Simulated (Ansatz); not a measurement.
## K on Pd(111): change of the work function

Aim: the work function of Pd(111) at several coverages of K (top site), and the dipole that each adsorbate carries.

Calculated with Ansatz 0.2.0; plane-wave DFT, LDA, Ansatz PAW, in the first sound run; inputs show where later runs differ.

### Step 1. Set-up

The cell holds 4 atoms: 4 Pd. Its edges and angles: a = 2.751 Å, b = 2.751 Å, c = 24.738 Å, α = 90.0°, β = 90.0°, γ = 60.0°. Vacuum lies along c.

### Step 2. The clean slab

The bare slab comes first, as the zero from which every change is counted. The two lowest layers are held at bulk places and the upper ones relax. The dipole correction removes the false field that a one-sided slab makes across the periodic vacuum, so each face gets a flat vacuum level of its own.

input.yaml

```yaml
crystal:
  lattice:
    - [2.7506453788, 0.0, 0.0]
    - [1.3753226894, 2.3821287749, 0.0]
    - [0.0, 0.0, 24.7376776414]
  atoms:
    - { symbol: Pd, position: [0.0, 0.0, 0.3638174986] }
    - { symbol: Pd, position: [0.3333333333, 0.3333333333, 0.4546058329] }
    - { symbol: Pd, position: [0.6666666667, 0.6666666667, 0.5453941671] }
    - { symbol: Pd, position: [0.0, 0.0, 0.6361825014] }
kpoints:
  mp_grid: { grid: [12, 12, 1] }
hamiltonian:
  xc: lda
scf:
  occupations: { method: fermi_dirac, width: 0.1 }
  convergence: { dr2_threshold: 1.0e-08 }
efield:
  axis: 3
  dipole_correction: true
  ramp_position: 0.97
  ramp_width: 0.06
relax:
  f_tol: 0.02
  max_steps: 60
  constraints: [{ sites: [0, 1] }]
output:
  write_potential: true
  write_density: true
  volumetric_format: npy
```

Launch:

```
ansatz run input.yaml --threads 4 --pin off --max-ram 12288MiB --backend cpu --events-out ev --progress --plain --runs-dir out
```

Numbers of over 12 decimals in the logs are rounded to 6 here.

Output:

```text
Engine: ansatz 0.2.0, aarch64-unknown-linux-gnu
Pseudopotentials: kind: paw
Pseudopotential: Pd, paw, valence charge 18, recommended cutoff 420 eV (normal), Pd.paw.azcp
Functional definition: SPW92
  exchange = slater_x
  correlation = pw_c
Crystal: 4 atoms, lattice volume = 162.091 Å³
Basis set: ecut = 420 eV, 3173 PW (Γ)
Bands: 44, of which v1, the nominal top of the filled ones, is band 36 counted from 1 (35 counted from 0)
Symmetry: 6 space group operations
k-points: 19 of 144 (time reversal used)
Non-local potential: Pd, projectors of the file, l = 0: 2, l = 1: 2, l = 2: 2, l = 3: 1
PAW form: soft (Blöchl's): semilocal exchange-correlation on the pseudo side does not see the compensation charge
PAW frozen core: Pd, regenerated for the run's functional, and the local potential with it (the file was generated under x = pbe(κ = 0.804, μ = 0.219515), c = pbe(β = 0.066725))
PAW one-centre angular grid: Pd, 590 points (default); XC on 64 Gauss nodes
Initial density: superposition of atomic densities (neutral atoms: chi_scale 0, normalization atom), corrected by the library's trained network
Initial wavefunctions: pseudopotential atomic-orbital guess
Functional: x = slater, c = lda
SCF iter   1: F=—  HF=-27376.930488 eV  |F-HF|=—  |Δ(HF+E_count)|=         —  Δρ=1.40e-2  dr2=1.51e0  ethr=1.77e-3  p=0.000 e·Å  D=6.33e-14 V/Å  ΔV_dip=-0.00 eV  dr2_dipole=1.89e-8  V_vac-E_F(+/−)=5.11/5.11 eV  ⟨swp⟩=9.1  Hψ=3927  notcnv=0  defer=5
efield: sawtooth ramp at fractional position 0.9700 (set: `efield.ramp_position`, or a place that a band, a saddle search or an elastic batch's reference lends), width 0.0600; the density the first Hamiltonian is built on has a dipole p = 0.000 e·Å; the dipole correction subtracts the counter field D = 6.33e-14 V/Å, which shifts the + side's vacuum level by -0.00 eV against the − side's; the planar-averaged density in the ramp window peaks in size at 1.0e-5 e/Å³
preconditioner: auto → LDOS  [metal: Δε(μ)=0.010 eV  Ē_g=7.405 eV  σ=0.100 eV  W_gap=0.02  n_scr=18 (ndim 8)  ℏωp=18.4 eV  f_vac=0.591  D(μ)=8.49/eV (n_scr^D=102)  β→1.0]
SCF iter   2: F=—  HF=-27376.904383 eV  |F-HF|=—  |Δ(HF+E_count)|=   2.61e-2  Δρ=1.22e-2  dr2=3.17e-1  ethr=1.77e-3  p=0.000 e·Å  D=2.15e-5 V/Å  ΔV_dip=-0.00 eV  dr2_dipole=2.85e-10  V_vac-E_F(+/−)=5.68/5.68 eV  ⟨swp⟩=2.7  Hψ=1440  notcnv=0  defer=22
SCF iter   3: F=—  HF=-27376.862067 eV  |F-HF|=—  |Δ(HF+E_count)|=   4.23e-2  Δρ=4.11e-3  dr2=1.15e-1  ethr=4.41e-4  p=0.000 e·Å  D=1.28e-5 V/Å  ΔV_dip=-0.00 eV  dr2_dipole=1.19e-8  V_vac-E_F(+/−)=5.58/5.58 eV  ⟨swp⟩=2.0  Hψ=1283  notcnv=0  defer=22
SCF iter   4: F=—  HF=-27376.859095 eV  |F-HF|=—  |Δ(HF+E_count)|=   2.97e-3  Δρ=1.30e-3  dr2=8.48e-3  ethr=1.59e-4  p=-0.000 e·Å  D=-3.97e-6 V/Å  ΔV_dip=0.00 eV  dr2_dipole=1.87e-8  V_vac-E_F(+/−)=5.65/5.65 eV  ⟨swp⟩=1.5  Hψ=847  notcnv=0  defer=22
SCF iter   5: F=—  HF=-27376.858355 eV  |F-HF|=—  |Δ(HF+E_count)|=   7.40e-4  Δρ=6.24e-4  dr2=6.38e-4  ethr=1.18e-5  p=0.000 e·Å  D=1.92e-7 V/Å  ΔV_dip=-0.00 eV  dr2_dipole=3.92e-9  V_vac-E_F(+/−)=5.68/5.68 eV  ⟨swp⟩=1.8  Hψ=1124  notcnv=0  defer=22
SCF iter   6: F=—  HF=-27376.858591 eV  |F-HF|=—  |Δ(HF+E_count)|=   2.36e-4  Δρ=2.29e-4  dr2=1.09e-4  ethr=8.86e-7  p=0.000 e·Å  D=1.63e-6 V/Å  ΔV_dip=-0.00 eV  dr2_dipole=1.27e-10  V_vac-E_F(+/−)=5.67/5.67 eV  ⟨swp⟩=2.0  Hψ=1268  notcnv=0  defer=22
SCF iter   7: F=—  HF=-27376.858569 eV  |F-HF|=—  |Δ(HF+E_count)|=   2.15e-5  Δρ=3.63e-5  dr2=4.00e-6  ethr=1.51e-7  p=0.000 e·Å  D=2.38e-7 V/Å  ΔV_dip=-0.00 eV  dr2_dipole=5.31e-14  V_vac-E_F(+/−)=5.67/5.67 eV  ⟨swp⟩=2.7  Hψ=1609  notcnv=0  defer=22
SCF iter   8: F=—  HF=-27376.858570 eV  |F-HF|=—  |Δ(HF+E_count)|=   1.29e-6  Δρ=3.02e-5  dr2=2.15e-6  ethr=5.56e-9  p=-0.000 e·Å  D=-1.30e-8 V/Å  ΔV_dip=0.00 eV  dr2_dipole=3.31e-12  V_vac-E_F(+/−)=5.66/5.66 eV  ⟨swp⟩=2.6  Hψ=1487  notcnv=0  defer=22
SCF iter   9: F=—  HF=-27376.858571 eV  |F-HF|=—  |Δ(HF+E_count)|=   1.54e-7  Δρ=5.57e-6  dr2=5.47e-8  ethr=2.98e-9  p=0.000 e·Å  D=9.38e-8 V/Å  ΔV_dip=-0.00 eV  dr2_dipole=3.04e-13  V_vac-E_F(+/−)=5.66/5.66 eV  ⟨swp⟩=2.0  Hψ=1207  notcnv=0  defer=22
SCF iter  10: F=-27376.858571 eV  HF=-27376.858571 eV  |F-HF|=1.40e-9  |Δ(HF+E_count)|=   8.93e-8  Δρ=1.69e-6  dr2=7.87e-9  ethr=1.39e-11  p=0.000 e·Å  D=4.91e-8 V/Å  ΔV_dip=-0.00 eV  dr2_dipole=4.99e-13  V_vac-E_F(+/−)=5.66/5.66 eV  ⟨swp⟩=10.5  Hψ=5994  notcnv=0
SCF 1 converged in 10 iterations: F = -27376.858571 eV  dr2 = 7.87e-9
  greatest PAW one-centre occupation: 0.998 electrons in one spin orbital (limit 2), on the Pd atom at site 0 (counted from 0), in its partial waves of l = 0
relax step   1: F+E_penalty+E_count = -27376.85857066 eV  Δ(F+E_penalty+E_count) = +0.000e0 eV  max|allowed force component| = 3.277e-1 eV/Å  Δτ_max = 0.0000 Å  (10 SCF iters, accepted)
Initial density: handed on by an earlier stage of this run
Initial wavefunctions: those handed on with the density
SCF iter   1: F=—  HF=-27376.991338 eV  |F-HF|=—  |Δ(HF+E_count)|=         —  Δρ=1.93e-2  dr2=2.33e0  ethr=3.10e-3  p=-0.000 e·Å  D=-2.18e-8 V/Å  ΔV_dip=0.00 eV  dr2_dipole=6.14e-1  V_vac-E_F(+/−)=5.57/5.57 eV  ⟨swp⟩=5.3  Hψ=2483  notcnv=0  defer=9
efield: sawtooth ramp at fractional position 0.9700 (set: `efield.ramp_position`, or a place that a band, a saddle search or an elastic batch's reference lends), width 0.0600; the density the first Hamiltonian is built on has a dipole p = -0.000 e·Å; the dipole correction subtracts the counter field D = -2.18e-8 V/Å, which shifts the + side's vacuum level by +0.00 eV against the − side's; the planar-averaged density in the ramp window peaks in size at 6.0e-6 e/Å³
preconditioner: auto → LDOS  [metal: Δε(μ)=0.019 eV  Ē_g=7.630 eV  σ=0.100 eV  W_gap=0.05  n_scr=18 (ndim 8)  ℏωp=18.4 eV  f_vac=0.597  D(μ)=8.39/eV (n_scr^D=102)  β→1.0]
SCF iter   2: F=—  HF=-27376.988130 eV  |F-HF|=—  |Δ(HF+E_count)|=   3.21e-3  Δρ=1.22e-2  dr2=6.26e-1  ethr=3.10e-3  p=-0.012 e·Å  D=-1.32e-2 V/Å  ΔV_dip=0.33 eV  dr2_dipole=1.15e-1  V_vac-E_F(+/−)=5.97/5.65 eV  ⟨swp⟩=2.2  Hψ=1401  notcnv=0  defer=21
SCF iter   3: F=—  HF=-27376.885995 eV  |F-HF|=—  |Δ(HF+E_count)|=   1.02e-1  Δρ=3.74e-3  dr2=9.05e-2  ethr=8.69e-4  p=0.003 e·Å  D=3.02e-3 V/Å  ΔV_dip=-0.07 eV  dr2_dipole=1.79e-2  V_vac-E_F(+/−)=5.56/5.63 eV  ⟨swp⟩=2.9  Hψ=1330  notcnv=0  defer=21
SCF iter   4: F=—  HF=-27376.879111 eV  |F-HF|=—  |Δ(HF+E_count)|=   6.88e-3  Δρ=1.73e-3  dr2=1.01e-2  ethr=1.26e-4  p=0.002 e·Å  D=2.00e-3 V/Å  ΔV_dip=-0.05 eV  dr2_dipole=1.69e-3  V_vac-E_F(+/−)=5.59/5.64 eV  ⟨swp⟩=1.9  Hψ=1254  notcnv=0  defer=21
[...]
SCF iter  13: F=-27376.878329 eV  HF=-27376.878329 eV  |F-HF|=3.91e-9  |Δ(HF+E_count)|=  4.66e-10  Δρ=1.16e-6  dr2=5.27e-9  ethr=1.39e-11  p=0.001 e·Å  D=1.21e-3 V/Å  ΔV_dip=-0.03 eV  dr2_dipole=1.41e-10  V_vac-E_F(+/−)=5.61/5.64 eV  ⟨swp⟩=7.9  Hψ=5719  notcnv=0
SCF 2 converged in 13 iterations: F = -27376.878329 eV  dr2 = 5.27e-9
  greatest PAW one-centre occupation: 0.998 electrons in one spin orbital (limit 2), on the Pd atom at site 3 (counted from 0), in its partial waves of l = 0
relax step   2: F+E_penalty+E_count = -27376.87832937 eV  Δ(F+E_penalty+E_count) = -1.976e-2 eV  max|allowed force component| = 1.948e-1 eV/Å  Δτ_max = 0.1936 Å  (13 SCF iters, accepted)
SCF iter   1: F=—  HF=-27376.891675 eV  |F-HF|=—  |Δ(HF+E_count)|=         —  Δρ=4.55e-3  dr2=4.25e-2  ethr=2.72e-3  p=0.001 e·Å  D=1.21e-3 V/Å  ΔV_dip=-0.03 eV  dr2_dipole=3.11e-3  V_vac-E_F(+/−)=5.63/5.66 eV  ⟨swp⟩=3.8  Hψ=1773  notcnv=0  defer=21
efield: sawtooth ramp at fractional position 0.9700 (set: `efield.ramp_position`, or a place that a band, a saddle search or an elastic batch's reference lends), width 0.0600; the density the first Hamiltonian is built on has a dipole p = 0.001 e·Å; the dipole correction subtracts the counter field D = 1.21e-3 V/Å, which shifts the + side's vacuum level by -0.03 eV against the − side's; the planar-averaged density in the ramp window peaks in size at 4.3e-6 e/Å³
preconditioner: auto → LDOS  [metal: Δε(μ)=0.016 eV  Ē_g=7.661 eV  σ=0.100 eV  W_gap=0.04  n_scr=18 (ndim 8)  ℏωp=18.4 eV  f_vac=0.596  D(μ)=8.63/eV (n_scr^D=102)  β→1.0]
SCF iter   2: F=—  HF=-27376.892363 eV  |F-HF|=—  |Δ(HF+E_count)|=   6.87e-4  Δρ=3.23e-3  dr2=4.92e-2  ethr=5.91e-5  p=0.006 e·Å  D=6.73e-3 V/Å  ΔV_dip=-0.17 eV  dr2_dipole=1.12e-2  V_vac-E_F(+/−)=5.49/5.66 eV  ⟨swp⟩=2.9  Hψ=1767  notcnv=0  defer=21
SCF iter   3: F=—  HF=-27376.884517 eV  |F-HF|=—  |Δ(HF+E_count)|=   7.85e-3  Δρ=9.28e-4  dr2=4.14e-3  ethr=5.91e-5  p=0.001 e·Å  D=9.66e-4 V/Å  ΔV_dip=-0.02 eV  dr2_dipole=7.13e-4  V_vac-E_F(+/−)=5.63/5.65 eV  ⟨swp⟩=2.0  Hψ=1325  notcnv=0  defer=21
SCF iter   4: F=—  HF=-27376.884423 eV  |F-HF|=—  |Δ(HF+E_count)|=   9.47e-5  Δρ=7.26e-4  dr2=1.32e-3  ethr=5.75e-6  p=0.001 e·Å  D=1.19e-3 V/Å  ΔV_dip=-0.03 eV  dr2_dipole=8.49e-7  V_vac-E_F(+/−)=5.62/5.65 eV  ⟨swp⟩=3.2  Hψ=1680  notcnv=0  defer=21
SCF iter   5: F=—  HF=-27376.884123 eV  |F-HF|=—  |Δ(HF+E_count)|=   3.00e-4  Δρ=2.58e-4  dr2=1.61e-4  ethr=1.84e-6  p=0.001 e·Å  D=1.08e-3 V/Å  ΔV_dip=-0.03 eV  dr2_dipole=2.10e-6  V_vac-E_F(+/−)=5.62/5.65 eV  ⟨swp⟩=2.0  Hψ=1158  notcnv=0  defer=21
SCF iter   6: F=—  HF=-27376.884106 eV  |F-HF|=—  |Δ(HF+E_count)|=   1.69e-5  Δρ=7.45e-5  dr2=1.84e-5  ethr=2.23e-7  p=0.001 e·Å  D=8.99e-4 V/Å  ΔV_dip=-0.02 eV  dr2_dipole=2.25e-7  V_vac-E_F(+/−)=5.63/5.65 eV  ⟨swp⟩=2.2  Hψ=1230  notcnv=0  defer=21
SCF iter   7: F=—  HF=-27376.884095 eV  |F-HF|=—  |Δ(HF+E_count)|=   1.08e-5  Δρ=2.57e-5  dr2=2.49e-6  ethr=2.55e-8  p=0.001 e·Å  D=8.39e-4 V/Å  ΔV_dip=-0.02 eV  dr2_dipole=1.15e-7  V_vac-E_F(+/−)=5.63/5.65 eV  ⟨swp⟩=2.4  Hψ=1402  notcnv=0  defer=21
SCF iter   8: F=—  HF=-27376.884099 eV  |F-HF|=—  |Δ(HF+E_count)|=   3.68e-6  Δρ=1.34e-5  dr2=9.30e-7  ethr=3.46e-9  p=0.001 e·Å  D=8.34e-4 V/Å  ΔV_dip=-0.02 eV  dr2_dipole=3.38e-8  V_vac-E_F(+/−)=5.63/5.65 eV  ⟨swp⟩=2.3  Hψ=1299  notcnv=0  defer=21
SCF iter   9: F=—  HF=-27376.884099 eV  |F-HF|=—  |Δ(HF+E_count)|=   5.17e-8  Δρ=6.82e-6  dr2=1.34e-7  ethr=1.29e-9  p=0.001 e·Å  D=8.25e-4 V/Å  ΔV_dip=-0.02 eV  dr2_dipole=1.89e-9  V_vac-E_F(+/−)=5.63/5.65 eV  ⟨swp⟩=2.2  Hψ=1149  notcnv=0  defer=21
SCF iter  10: F=—  HF=-27376.884099 eV  |F-HF|=—  |Δ(HF+E_count)|=   7.97e-8  Δρ=3.10e-6  dr2=3.01e-8  ethr=1.86e-10  p=0.001 e·Å  D=8.27e-4 V/Å  ΔV_dip=-0.02 eV  dr2_dipole=2.62e-9  V_vac-E_F(+/−)=5.63/5.65 eV  ⟨swp⟩=2.3  Hψ=1220  notcnv=0  defer=21
SCF iter  11: F=—  HF=-27376.884099 eV  |F-HF|=—  |Δ(HF+E_count)|=   1.08e-8  Δρ=1.26e-6  dr2=1.01e-8  ethr=1.39e-11  p=0.001 e·Å  D=8.28e-4 V/Å  ΔV_dip=-0.02 eV  dr2_dipole=1.18e-9  V_vac-E_F(+/−)=5.63/5.65 eV  ⟨swp⟩=9.3  Hψ=5565  notcnv=0
SCF iter  12: F=-27376.884099 eV  HF=-27376.884099 eV  |F-HF|=6.44e-10  |Δ(HF+E_count)|=   1.17e-9  Δρ=4.19e-7  dr2=7.85e-10  ethr=1.39e-11  p=0.001 e·Å  D=8.28e-4 V/Å  ΔV_dip=-0.02 eV  dr2_dipole=9.85e-11  V_vac-E_F(+/−)=5.63/5.65 eV  ⟨swp⟩=8.7  Hψ=5060  notcnv=0
SCF 3 converged in 12 iterations: F = -27376.884099 eV  dr2 = 7.85e-10
relax step   3: F+E_penalty+E_count = -27376.88409863 eV  Δ(F+E_penalty+E_count) = -5.769e-3 eV  max|allowed force component| = 8.926e-3 eV/Å  Δτ_max = 0.0572 Å  (12 SCF iters, accepted)
NSCF: frozen V_eff on 19 k-points
the band table was solved once a step of the walk had ended and its energy, with any forces and stress, was formed, with the checks that follow a solve (4394 applications of the Hamiltonian). They found nothing against the state; the energy, forces and stress were not computed again (output.eigenvalues in the input reference)
WARN: The output density's exchange-correlation potential varies sharply where the density is thin. Do not read a vacuum level from v_tot or v_xc, or from such a field of the output density. On a cell that repeats whose density bears no net charge and no dipole along the vacuum's axis use v_es (v_loc + v_h of the components); under efield.dipole_correction with no amplitude use v_es + v_field, which holds any externa [...]
SCF converged after 12 iterations
Free energy (F): -27376.884099 eV
Harris-Foulkes:  -27376.884099 eV  (|F-HF|=6.44e-10)
Internal energy: -27376.611384 eV  (E = F + TS)
E sigma→0 (E₀):  -27376.747741 eV
Entropy (-TS):   -0.272715 eV (-68.179 meV/atom)
Fermi energy:    3.515176 eV
Dipole field:    D = 0.000843 V/Å  (p = 0.000755 e·Å, saw-weighted, corrected)
Work function:   Φ+ = 5.6283 eV   Φ− = 5.6491 eV
Levels:          The Fermi level and band energies are counted from a zero that moves with the ramp; work functions are not
--- Per-component energies (eV) ---
  E_band       = -1707.582933
  E_kinetic    = 2052.823209
  E_local      = -132617.930682  (includes V_loc(G=0)·N_el)
  E_nonlocal   = 892.526527
  E_hartree    = 65067.831810
  E_xc         = -668.568651
  E_vxc        = -842.511767  (∫ρ·V_xc dr)
  E_paw        = -14491.528576  (= ΣΔE_a)
  E_vpaw       = -1328.160574  (= ΣTr[D̂ρ^β])
  E_aug_tail   = 0.000838  (compensation charges beyond the density's cutoff)
  E_efield     = 0.000000  (sawtooth field / dipole correction)
  E_vefield    = 0.003237  (∫n·V_field dr)
  E_ewald      = 52385.511206
  E_core_change = 2.722935  (= ΣΔE_core)
  E_smearing   = -0.272715  (= −TS)
  E_closure    = -0.000000  (closes the sum)
  Σ components = -27376.884099   (vs F -27376.884099, Δ=0.00e0)
--- Forces (eV/Å), atoms counted from 1 ---
  atom   1  Pd     0.00000000    -0.00000000     0.32226414
  atom   2  Pd    -0.00000000    -0.00000000    -0.33274687
  atom   3  Pd    -0.00000000     0.00000000     0.00145405
  atom   4  Pd     0.00000000     0.00000000     0.00892583
  max |Σ_I F_I| component: 1.03e-4 eV/Å
--- Band table (eV; the first three rows and the last of 19) ---
  k-point 0: bands = [... 32 lower, 2.2293, 2.4801, 2.4801, 3.0537, 3.0537, 3.4590, 3.4590, 3.9037, ... 4 higher]
  k-point 1: bands = [... 32 lower, 2.1579, 2.5145, 2.5408, 2.7147, 3.0509, 3.1697, 3.4697, 4.5230, ... 4 higher]
  k-point 2: bands = [... 32 lower, 2.0790, 2.1243, 2.4739, 2.5396, 3.0440, 3.4961, 3.6644, 5.5191, ... 4 higher]
  k-point 18: bands = [... 32 lower, 2.9455, 3.2445, 3.2731, 3.2837, 9.6528, 9.8544, 9.8625, 10.6483, ... 4 higher]
--- Relaxed structure (3 steps of the walk, 3 accepted, 0 SCFs on fresh bases) ---
  F+E_penalty+E_count = -27376.88409863 eV   max|allowed force component| = 8.926e-3 eV/Å
  atoms:
    - { symbol: Pd, position: [0.0, 0.0, 0.3638174986] }
    - { symbol: Pd, position: [0.333333, 0.333333, 0.454606] }
    - { symbol: Pd, position: [0.666667, 0.666667, 0.542289] }
    - { symbol: Pd, position: [0, 0, 0.630666] }
```

The job ended after 12 s (4 threads of Arm Neoverse V1, shared host; peak memory 0.47 GiB).

Step by step:

| step | energy less that of the first step (eV) | largest force component (eV/Å) |
| --- | --- | --- |
| 1 | 0.0000 | 0.3277 |
| 2 | -0.0198 | 0.1948 |
| 3 | -0.0255 | 0.0089 |

The run keeps the 6 symmetry operations that it works with, so distortions that break them were not tested.

The atoms that moved most (Å):

| atom | dx | dy | dz | length |
| --- | --- | --- | --- | --- |
| Pd4 | 0.000 | 0.000 | -0.136 | 0.136 |
| Pd3 | 0.000 | 0.000 | -0.077 | 0.077 |

Numbers from this step:

```yaml
energy_at_zero_smearing: -27376.7477 eV
work_function_upper_face: 5.628 eV
work_function_lower_face: 5.649 eV
dipole_along_the_normal: 7.55e-4 e·Å
step_between_the_vacuum_levels: -0.02085 eV
```

Running mean over 2.246 Å of the planar mean; the ramp of the sawtooth is left out. Electron's electrostatic potential energy less the Fermi level against z:

| z (Å) | electron's electrostatic potential energy less the Fermi level (eV) |
| --- | --- |
| 3.5 | 5.65 |
| 4.0 | 5.65 |
| 4.5 | 5.65 |
| 5.0 | 5.65 |
| 5.5 | 5.64 |
| 6.0 | 5.60 |
| 6.5 | 5.44 |
| 7.0 | 4.80 |
| 7.5 | 2.14 |
| 8.0 | -2.82 |
| 8.5 | -6.81 |
| 9.0 | -8.05 |
| 9.5 | -8.24 |
| 10.0 | -8.30 |
| 10.5 | -8.35 |
| 11.0 | -8.46 |
| 11.5 | -8.69 |
| 12.0 | -9.14 |
| 12.5 | -9.25 |
| 13.0 | -8.85 |
| 13.5 | -8.61 |
| 14.0 | -8.79 |
| 14.5 | -8.97 |
| 15.0 | -8.70 |
| 15.5 | -8.25 |
| 16.0 | -7.30 |
| 16.5 | -3.88 |
| 17.0 | 1.23 |
| 17.5 | 4.46 |
| 18.0 | 5.36 |
| 18.5 | 5.56 |
| 19.0 | 5.61 |
| 19.5 | 5.62 |
| 20.0 | 5.63 |
| 20.5 | 5.63 |
| 21.0 | 5.63 |
| 21.5 | 5.63 |

The relaxation took 3 steps and lowered the energy by 0.026 eV; the largest force on the free atoms ends at 0.0089 eV/Å.

The work function of the upper face is 5.63 eV.

(Part 1 of 6 ends here.)

[Logs are printed without paths, hosts, clocks, repeated set-up lines and the standing remarks that a program may print on its own settings, such as how far it seeks lower states.]

[Hosts, paths, dates, database ids (printed as entryN), source tags and the programs' standing remarks are cut or masked in the printed files.]

[Maps of the electrostatic potential energy from Ansatz leave out the sawtooth potential of an applied field or a dipole correction, so their vacuum need not be flat; planar profiles and work functions include it.]
